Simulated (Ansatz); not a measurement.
# Si on Rh(111): change of the work function, part 3 of 4

How does Si on the fcc site change the work function of Rh(111) as the layer fills?

Ansatz 0.2.0; plane-wave DFT, PBE, Ansatz PAW.

So far, work function, upper face (eV): step 2 (the clean slab) 5.17; step 3 (37 atoms, coverage 0.111 ML, cell 3x3) 5.04.

### 4. The covered slab, k-mesh 6×6×1, coverage 0.25 ML

System of this step: Si/Rh(111). The cell holds 17 atoms: 16 Rh and 1 Si. Cell: a = 5.374 Å, b = 5.374 Å, c = 26.668 Å, α = 90.0°, β = 90.0°, γ = 60.0°. Vacuum lies along c.

Another coverage, to see how the dipoles act on each other as their distance changes.

Input file input.yaml:

```yaml
crystal:
  lattice:
    - [5.374011537, -1.0e-10, 0.0]
    - [2.6870057685, 4.6540305112, 0.0]
    - [0.0, 0.0, 26.6676223412]
  atoms:
    - { symbol: Rh, position: [0.0, 0.0, 0.3374879052] }
    - { symbol: Rh, position: [0.1666666667, 0.1666666667, 0.4197573701] }
    - { symbol: Rh, position: [0.3333333333, 0.3333333333, 0.5018853155] }
    - { symbol: Rh, position: [0.0, 0.0, 0.5839969635] }
    - { symbol: Rh, position: [0.0, 0.5, 0.3374879052] }
    - { symbol: Rh, position: [0.1666666667, 0.6666666667, 0.4197573701] }
    - { symbol: Rh, position: [0.3333333333, 0.8333333333, 0.5018853155] }
    - { symbol: Rh, position: [0.0, 0.5, 0.5839969635] }
    - { symbol: Rh, position: [0.5, 0.0, 0.3374879052] }
    - { symbol: Rh, position: [0.6666666667, 0.1666666667, 0.4197573701] }
    - { symbol: Rh, position: [0.8333333333, 0.3333333333, 0.5018853155] }
    - { symbol: Rh, position: [0.5, 0.0, 0.5839969635] }
    - { symbol: Rh, position: [0.5, 0.5, 0.3374879052] }
    - { symbol: Rh, position: [0.6666666667, 0.6666666667, 0.4197573701] }
    - { symbol: Rh, position: [0.8333333333, 0.8333333333, 0.5018853155] }
    - { symbol: Rh, position: [0.5, 0.5, 0.5839969635] }
    - { symbol: Si, position: [0.1666666667, 0.1666666667, 0.6625120948] }
kpoints:
  mp_grid: { grid: [6, 6, 1] }
hamiltonian:
  xc: pbe
scf:
  occupations: { method: fermi_dirac, width: 0.1 }
  convergence: { dr2_threshold: 1.0e-08 }
efield:
  axis: 3
  dipole_correction: true
  ramp_position: 0.97
  ramp_width: 0.06
relax:
  f_tol: 0.02
  max_steps: 60
  constraints: [{ sites: [0, 1, 4, 5, 8, 9, 12, 13] }]
output:
  dos: { projected: true, e_range: [-8, 4] }
  write_potential: true
  write_density: true
  volumetric_format: npy
  elf: true
```

On the command line:

```console
$ ansatz run input.yaml --threads 4 --pin off --max-ram 16384MiB --backend cpu --events-out ev --progress --plain --runs-dir out
```

Output:

```text
[...]
Crystal: 17 atoms, lattice volume = 666.979 Å³
Basis set: ecut = 420 eV, 12947 PW (Γ), exchange–correlation on 72×72×360 points (8 copies of the dense FFT grid, shifted against one another)
Bands: 166, of which v1, the nominal top of the filled ones, is band 138 counted from 1 (137 counted from 0)
Symmetry: 6 space group operations
[...]
k-points: 7 of 36 (time reversal used)
[...]
SCF iter   1: F=—  HF=-103076.477636 eV  |F-HF|=—  |Δ(HF+E_count)|=         —  Δρ=8.06e-3  dr2=6.37e0  ethr=1.77e-3  p=0.077 e·Å  D=2.09e-2 V/Å  ΔV_dip=-0.56 eV  dr2_dipole=2.53e0  V_vac-E_F(+/−)=4.48/5.04 eV  ⟨swp⟩=8.3  Hψ=5209  notcnv=0  defer=27
[...]
SCF iter  10: F=-103076.430212 eV  HF=-103076.430212 eV  |F-HF|=5.44e-8  |Δ(HF+E_count)|=   4.79e-8  Δρ=7.46e-7  dr2=4.82e-9  ethr=3.62e-12  p=0.046 e·Å  D=1.25e-2 V/Å  ΔV_dip=-0.33 eV  dr2_dipole=5.01e-12  V_vac-E_F(+/−)=4.82/5.15 eV  ⟨swp⟩=16.3  Hψ=8508  notcnv=0
SCF 1 converged in 10 iterations: F = -103076.430212 eV  dr2 = 4.82e-9
[...]
relax step   1: F+E_penalty+E_count = -103076.43021218 eV  Δ(F+E_penalty+E_count) = +0.000e0 eV  max|allowed force component| = 2.651e0 eV/Å  Δτ_max = 0.0000 Å  (10 SCF iters, accepted)
[...]
SCF iter  11: F=-103076.943170 eV  HF=-103076.943170 eV  |F-HF|=1.65e-8  |Δ(HF+E_count)|=   8.30e-8  Δρ=4.47e-7  dr2=2.97e-9  ethr=3.62e-12  p=0.031 e·Å  D=8.47e-3 V/Å  ΔV_dip=-0.23 eV  dr2_dipole=2.60e-10  V_vac-E_F(+/−)=4.91/5.14 eV  ⟨swp⟩=15.1  Hψ=8299  notcnv=0
SCF 2 converged in 11 iterations: F = -103076.943170 eV  dr2 = 2.97e-9
[...]
relax step   2: F+E_penalty+E_count = -103076.94316961 eV  Δ(F+E_penalty+E_count) = -5.130e-1 eV  max|allowed force component| = 1.103e0 eV/Å  Δτ_max = 0.1949 Å  (11 SCF iters, accepted)
[...]
SCF iter  10: F=-103077.017823 eV  HF=-103077.017823 eV  |F-HF|=7.56e-8  |Δ(HF+E_count)|=   7.73e-8  Δρ=7.73e-7  dr2=5.15e-9  ethr=3.62e-12  p=0.029 e·Å  D=7.99e-3 V/Å  ΔV_dip=-0.21 eV  dr2_dipole=5.27e-11  V_vac-E_F(+/−)=4.91/5.12 eV  ⟨swp⟩=15.4  Hψ=8611  notcnv=0
SCF 3 converged in 10 iterations: F = -103077.017823 eV  dr2 = 5.15e-9
relax step   3: F+E_penalty+E_count = -103077.01782314 eV  Δ(F+E_penalty+E_count) = -7.465e-2 eV  max|allowed force component| = 2.323e-1 eV/Å  Δτ_max = 0.1480 Å  (10 SCF iters, accepted)
[...]
relax step   4: F+E_penalty+E_count = -103077.02121122 eV  Δ(F+E_penalty+E_count) = -3.388e-3 eV  max|allowed force component| = 5.496e-2 eV/Å  Δτ_max = 0.0405 Å  (10 SCF iters, accepted)
SCF iter   1: F=—  HF=-103077.022246 eV  |F-HF|=—  |Δ(HF+E_count)|=         —  Δρ=1.07e-3  dr2=1.77e-2  ethr=1.74e-5  p=0.029 e·Å  D=7.94e-3 V/Å  ΔV_dip=-0.21 eV  dr2_dipole=5.70e-3  V_vac-E_F(+/−)=4.91/5.12 eV  ⟨swp⟩=2.0  Hψ=2069  notcnv=0  defer=37
[...]
SCF iter   9: F=-103077.022342 eV  HF=-103077.022342 eV  |F-HF|=1.30e-8  |Δ(HF+E_count)|=   5.32e-8  Δρ=3.62e-7  dr2=2.17e-9  ethr=3.62e-12  p=0.029 e·Å  D=7.96e-3 V/Å  ΔV_dip=-0.21 eV  dr2_dipole=4.11e-11  V_vac-E_F(+/−)=4.91/5.13 eV  ⟨swp⟩=8.6  Hψ=7228  notcnv=0
SCF 5 converged in 9 iterations: F = -103077.022342 eV  dr2 = 2.17e-9
relax step   5: F+E_penalty+E_count = -103077.02234189 eV  Δ(F+E_penalty+E_count) = -1.131e-3 eV  max|allowed force component| = 6.808e-3 eV/Å  Δτ_max = 0.0120 Å  (9 SCF iters, accepted)
[...]
SCF converged after 9 iterations
Free energy (F): -103077.022342 eV
[...]
Internal energy: -103076.154825 eV  (E = F + TS)
E sigma→0 (E₀):  -103076.588584 eV
Entropy (-TS):   -0.867517 eV (-51.030 meV/atom)
Fermi energy:    4.341506 eV
Dipole field:    D = 0.007956 V/Å  (p = 0.029326 e·Å, saw-weighted, corrected)
Work function:   Φ+ = 4.9132 eV   Φ− = 5.1254 eV
[...]
--- Forces (eV/Å), atoms counted from 1 ---
  atom   1  Rh    -0.03138824    -0.01812201     0.05875042
  atom   2  Rh    -0.00000000     0.00000000     0.12567671
  atom   3  Rh    -0.00026435    -0.00015262    -0.00128184
  atom   4  Rh     0.00465831     0.00268948     0.00039557
  atom   5  Rh     0.00000000     0.03624402     0.05875042
  atom   6  Rh     0.11085670    -0.06400314    -0.13975842
  atom   7  Rh     0.00000000     0.00030525    -0.00128184
  atom   8  Rh    -0.00000000    -0.00537895     0.00039557
  atom   9  Rh     0.03138824    -0.01812201     0.05875042
  atom  10  Rh     0.00000000     0.12800629    -0.13975842
  atom  11  Rh     0.00026435    -0.00015262    -0.00128184
  atom  12  Rh    -0.00465831     0.00268948     0.00039557
  atom  13  Rh    -0.00000000     0.00000000     0.12589838
  atom  14  Rh    -0.11085670    -0.06400314    -0.13975842
  atom  15  Rh     0.00000000    -0.00000000    -0.00680782
  atom  16  Rh     0.00000000    -0.00000000     0.00090814
  atom  17  Si    -0.00000000     0.00000000    -0.00002878
  max |Σ_I F_I| component: 3.62e-5 eV/Å
--- Band table (eV; the first three rows and the last of 7) ---
  k-point 0: bands = [... 134 lower, 4.7648, 4.7648, 4.7751, 4.9554, 4.9659, 4.9659, 5.1056, 5.1354, ... 24 higher]
  k-point 1: bands = [... 134 lower, 4.5044, 4.5835, 4.5967, 4.6972, 4.7053, 4.7358, 4.7799, 4.8722, ... 24 higher]
  k-point 2: bands = [... 134 lower, 3.9217, 4.0621, 4.1150, 4.2251, 4.2681, 4.3120, 4.3790, 4.4478, ... 24 higher]
  k-point 6: bands = [... 134 lower, 4.0302, 4.0348, 4.1294, 4.1538, 4.3186, 4.4152, 4.4642, 4.4742, ... 24 higher]
--- Relaxed structure (5 steps of the walk, 5 accepted, 0 SCFs on fresh bases) ---
  F+E_penalty+E_count = -103077.02234189 eV   max|allowed force component| = 6.808e-3 eV/Å
  atoms:
    - { symbol: Rh, position: [-1.795949e-17, -1.795949e-17, 0.3374879052] }
    - { symbol: Rh, position: [0.166667, 0.166667, 0.4197573701] }
    - { symbol: Rh, position: [0.333478, 0.333478, 0.502556] }
    - { symbol: Rh, position: [-0.00277482, -0.00277482, 0.586447] }
    - { symbol: Rh, position: [0.0, 0.500000, 0.3374879052] }
    - { symbol: Rh, position: [0.166667, 0.666667, 0.4197573701] }
    - { symbol: Rh, position: [0.333478, 0.833045, 0.502556] }
    - { symbol: Rh, position: [-0.00277482, 0.505550, 0.586447] }
    - { symbol: Rh, position: [0.500000, -1.795949e-17, 0.3374879052] }
    - { symbol: Rh, position: [0.666667, 0.166667, 0.4197573701] }
    - { symbol: Rh, position: [0.833045, 0.333478, 0.502556] }
    - { symbol: Rh, position: [0.505550, -0.00277482, 0.586447] }
    - { symbol: Rh, position: [0.500000, 0.500000, 0.3374879052] }
    - { symbol: Rh, position: [0.666667, 0.666667, 0.4197573701] }
    - { symbol: Rh, position: [0.833333, 0.833333, 0.500341] }
    - { symbol: Rh, position: [0.500000, 0.500000, 0.584860] }
    - { symbol: Si, position: [0.166667, 0.166667, 0.650812] }
```

Run time: 2.1 min. Hardware: 4 threads of Arm Neoverse V1, shared host; peak memory 2.7 GiB; 8.3 min of CPU time.

Step by step:

| step | energy less that of the first step (eV) | largest force component (eV/Å) |
| --- | --- | --- |
| 1 | 0.0000 | 2.6513 |
| 2 | -0.5130 | 1.1025 |
| 3 | -0.5876 | 0.2323 |
| 4 | -0.5910 | 0.0550 |
| 5 | -0.5921 | 0.0068 |

Forces are held to the 6 operations that the program found; a distortion that breaks them can't arise in this run.

The atoms that moved most (Å):

| atom | dx | dy | dz | length |
| --- | --- | --- | --- | --- |
| Si17 | 0.000 | 0.000 | -0.312 | 0.312 |
| Rh4 | -0.022 | -0.013 | 0.065 | 0.070 |
| Rh12 | 0.022 | -0.013 | 0.065 | 0.070 |
| Rh8 | 0.000 | 0.026 | 0.065 | 0.070 |
| Rh15 | 0.000 | 0.000 | -0.041 | 0.041 |
| Rh16 | 0.000 | 0.000 | 0.023 | 0.023 |
| Rh7 | 0.000 | -0.001 | 0.018 | 0.018 |
| Rh3 | 0.001 | 0.001 | 0.018 | 0.018 |

The relaxed structure:

```xyz
17
Lattice="5.3740 0.0000 0.0000 2.6870 4.6540 0.0000 0.0000 0.0000 26.6676" Properties=species:S:1:pos:R:3
Rh    0.0000    0.0000    9.0000
Rh    1.3435    0.7757   11.1939
Rh    2.6882    1.5520   13.4020
Rh   -0.0224   -0.0129   15.6392
Rh    1.3435    2.3270    9.0000
Rh    2.6870    3.1027   11.1939
Rh    4.0305    3.8770   13.4020
Rh    1.3435    2.3528   15.6392
Rh    2.6870    0.0000    9.0000
Rh    4.0305    0.7757   11.1939
Rh    5.3728    1.5520   13.4020
Rh    2.7094   -0.0129   15.6392
Rh    4.0305    2.3270    9.0000
Rh    5.3740    3.1027   11.1939
Rh    6.7175    3.8784   13.3429
Rh    4.0305    2.3270   15.5968
Si    1.3435    0.7757   17.3556
```

This step gave:

| Property | Result |
| --- | --- |
| energy at zero smearing | -103076.5886 eV |
| work function, upper face | 4.913 eV |
| work function, lower face | 5.125 eV |
| dipole along the normal | 0.02933 e·Å |
| step between the vacuum levels | -0.2122 eV |

The density of states has structure finer than the step of the table below, so its rows give means over 0.5 eV. Peaks (eV: height): -3.85: 64.3, -2.86: 64.1, -2.44: 46.5, -2.32: 48.4, -1.80: 54.2, -1.65: 47.4, -1.08: 54.7.

Table of density of states by energy, zero at the Fermi level; means over each step:

energy (eV), density of states (states/eV a cell) and a bar:
```
     -7.5        1.0 
     -7.0        0.9 
     -6.5        1.2 
     -6.0        4.0 ###
     -5.5       17.9 ###############
     -5.0       27.7 ########################
     -4.5       21.4 ##################
     -4.0       19.4 ################
     -3.5       19.2 ################
     -3.0       31.1 ###########################
     -2.5       34.6 ##############################
     -2.0       25.2 ######################
     -1.5       26.1 ######################
     -1.0       27.7 ########################
     -0.5       26.0 ######################
      0.0       25.8 ######################
      0.5       26.6 #######################
      1.0        7.9 ######
      1.5        6.4 #####
```

Projected DOS per atom over height of the atomic layer and energy from the Fermi level. Layers: Rh4 Rh4 Rh4 Rh4 Si from below.

Values in states/eV, 22 rows by 5 columns, each cell a mean:
```
0.27 0.28 0.26 0.39 1.19
0.31 0.26 0.31 0.37 0.92
0.75 0.63 0.65 0.65 0.34
1.85 2.15 2.02 1.25 0.53
1.78 1.40 1.38 1.54 0.60
1.82 1.35 1.25 1.79 0.60
2.09 1.20 1.45 1.78 0.79
1.64 1.26 1.42 1.54 0.64
1.91 1.02 1.08 1.61 0.66
2.36 1.56 1.58 2.02 0.54
2.00 2.07 2.04 2.07 0.54
1.27 1.54 1.58 1.56 0.65
1.06 1.25 1.27 1.29 0.29
1.28 1.07 1.17 1.45 0.29
1.36 1.44 1.36 1.39 0.29
1.15 2.36 2.17 1.26 0.27
0.52 1.86 1.72 0.42 0.08
0.11 0.47 0.44 0.10 0.04
0.03 0.13 0.11 0.02 0.03
0.03 0.12 0.08 0.01 0.05
0.01 0.03 0.02 0.00 0.01
0.00 0.00 0.02 0.37 2.03
```
Columns: height of the atomic layer (Å) from 9 to 17.4 (not evenly spaced); rows upwards: energy from the Fermi level (eV) from -7.96 to 1.95.

ELF in the ca plane at fractional y = 0.167, with atoms of Rh and Si within 0.2 Å of it. It is the smooth field of the valence electrons, not physical close to the nuclei.

Ten even steps from '0' (0.00) to '9' (0.97), each cell a mean:
```
34432222222234422223433567777642100000000000
34432222222234422223432334443210000000000000
22222235532222222222222221110000000000000000
22222267763222222222222210000000000000000000
22222367763222221122222210000000000000000000
22222257752222222222222210000000000000000000
23322234432222322223322222111000000000000000
34432222222234422224432345554321000000000000
34422222222234422223333567887653100000000000
22222235532222222222234667999874210000000000
22222267763222221122245446999986310000000000
22222367763222221122345347999986310000000000
22222257752222222222235446999986310000000000
23322234432222222222234667999874200000000000
```
Columns run along c (16.0 Å, from fractional 0.32 to 0.92 of the cell), rows up along a (5.4 Å). Atoms in or near the plane, at fractional coordinates: Rh at (0.42, 0.17), Rh at (0.42, 0.67), Si at (0.65, 0.17).

Valence density in the ca plane at fractional y = 0.167, with atoms of Rh and Si within 0.2 Å of it. It is the smooth field of the valence electrons, not physical close to the nuclei.

Values in units of 1e0 e/Å³, 8 rows by 16 columns, each cell a mean:
```
1.5 0.6 0.4 0.3 0.9 1.2 0.6 1.4 0.3 0.1 0.0 0.0 0.0 0.0 0.0 0.0
0.6 0.4 2.4 1.8 0.5 0.6 0.3 0.6 0.1 0.0 0.0 0.0 0.0 0.0 0.0 0.0
0.3 0.4 7.5 5.4 0.3 0.2 0.2 0.3 0.1 0.0 0.0 0.0 0.0 0.0 0.0 0.0
0.6 0.4 2.6 1.9 0.5 0.5 0.3 0.6 0.1 0.0 0.0 0.0 0.0 0.0 0.0 0.0
1.5 0.6 0.4 0.3 0.9 1.2 0.6 1.4 0.3 0.1 0.0 0.0 0.0 0.0 0.0 0.0
0.6 0.4 2.4 1.8 0.5 0.6 0.3 0.6 0.4 0.3 0.1 0.0 0.0 0.0 0.0 0.0
0.3 0.4 7.4 5.3 0.3 0.2 0.2 0.3 0.3 0.3 0.1 0.0 0.0 0.0 0.0 0.0
0.6 0.4 2.7 1.9 0.4 0.5 0.3 0.6 0.4 0.3 0.1 0.0 0.0 0.0 0.0 0.0
```
Columns run along c (16.0 Å, from fractional 0.32 to 0.92 of the cell), rows up along a (5.4 Å). Atoms in or near the plane, at fractional coordinates: Rh at (0.42, 0.17), Rh at (0.42, 0.67), Si at (0.65, 0.17).

Electrostatic potential energy in the ca plane at fractional y = 0.167, with atoms of Rh and Si within 0.2 Å of it. With pseudopotentials it is smooth inside the atoms' cores, unlike the true potential.

Values in eV, 8 rows by 16 columns, each cell a mean:
```
-19  -3   2   3  -8 -15  -2 -18   3   6   9   9   9   9   9   9
 -3   2 -24 -17   0  -2   3  -3   7   9   9   9   9   9   9   9
  5   3 -47 -38   4   5   7   5   8   9   9   9   9   9   9   9
 -3   1 -26 -18   1  -1   3  -4   7   9   9   9   9   9   9   9
-19  -3   2   3  -8 -15  -2 -18   4   6   9   9   9   9   9   9
 -3   2 -24 -17   0  -2   4  -3 -12 -13   7   9   9   9   9   9
  5   3 -47 -38   4   5   7   4 -33 -37   6   9   9   9   9   9
 -3   1 -26 -19   1  -1   4  -3 -14 -15   7   9   9   9   9   9
```
Columns run along c (16.0 Å, from fractional 0.32 to 0.92 of the cell; values clipped at the 3rd and 97th percentile), rows up along a (5.4 Å). Atoms in or near the plane, at fractional coordinates: Rh at (0.42, 0.17), Rh at (0.42, 0.67), Si at (0.65, 0.17).

The relaxation took 5 steps and lowered the energy by 0.59 eV; the largest force on the free atoms ends at 0.0068 eV/Å.

By hand: a sheet of dipoles makes a step −p/(ε₀A) in the electron's potential. With e/ε₀ = 180.95 V·Å, p = 0.02933 e·Å and A = 25.01 Å², that is −180.95 × (0.02933) / 25.01 = -0.212 eV, and the two vacuum levels of the run differ by -0.212 eV.

The covered face has 4.91 eV, -0.25 eV against the clean one; the bare back face has moved by -0.04 eV, a measure of how thin the slab is.

### 5. Adsorbate added, k-mesh 6×6×1, coverage 0.5 ML

System of this step: Si/Rh(111). The cell holds 18 atoms: 16 Rh and 2 Si. Cell: a = 5.374 Å, b = 5.374 Å, c = 26.668 Å, α = 90.0°, β = 90.0°, γ = 60.0°. Vacuum lies along c.

Another coverage, to see how the dipoles act on each other as their distance changes.

input.yaml, as its differences from that of step 4:

```diff
@@ -23,2 +23,3 @@
     - { symbol: Si, position: [0.1666666667, 0.1666666667, 0.6625120948] }
+    - { symbol: Si, position: [0.6666666667, 0.1666666667, 0.6625120948] }
 kpoints:
```

Output:

```text
[...]
Crystal: 18 atoms, lattice volume = 666.979 Å³
Basis set: ecut = 420 eV, 12947 PW (Γ), exchange–correlation on 72×72×360 points (8 copies of the dense FFT grid, shifted against one another)
Bands: 168, of which v1, the nominal top of the filled ones, is band 140 counted from 1 (139 counted from 0)
Symmetry: 4 space group operations
[...]
- { symbol: Rh, position: [0.5, 0.500000, 0.3374879052] }
    - { symbol: Rh, position: [0.666667, 0.666667, 0.4197573701] }
    - { symbol: Rh, position: [0.833603, 0.832795, 0.500992] }
    - { symbol: Rh, position: [0.501236, 0.497528, 0.586964] }
    - { symbol: Si, position: [0.160026, 0.179948, 0.655059] }
    - { symbol: Si, position: [0.660026, 0.179948, 0.655059] }
[key lines of the parts left out:]
SCF converged after 7 iterations
Free energy (F): -103713.796389 eV
Fermi energy:    4.684333 eV
Dipole field:    D = 0.009004 V/Å  (p = 0.033189 e·Å, saw-weighted, corrected)
Work function:   Φ+ = 4.8941 eV   Φ− = 5.1342 eV
```

Run time: 3.9 min. Hardware: 4 threads; peak memory 3 GiB; 15 min of CPU time.

(Part 3 of 4 ends here.)

[Long decimals in the printed logs are rounded to 6 places.]

[Logs are printed without paths, hosts, clocks, repeated set-up lines and the standing remarks that a program may print on its own settings, such as how far it seeks lower states.]

[Hosts, paths, dates, database ids (printed as entryN), source tags and the programs' standing remarks are cut or masked in the printed files.]

[Maps of the electrostatic potential energy from Ansatz leave out the sawtooth potential of an applied field or a dipole correction, so their vacuum need not be flat; planar profiles and work functions include it.]
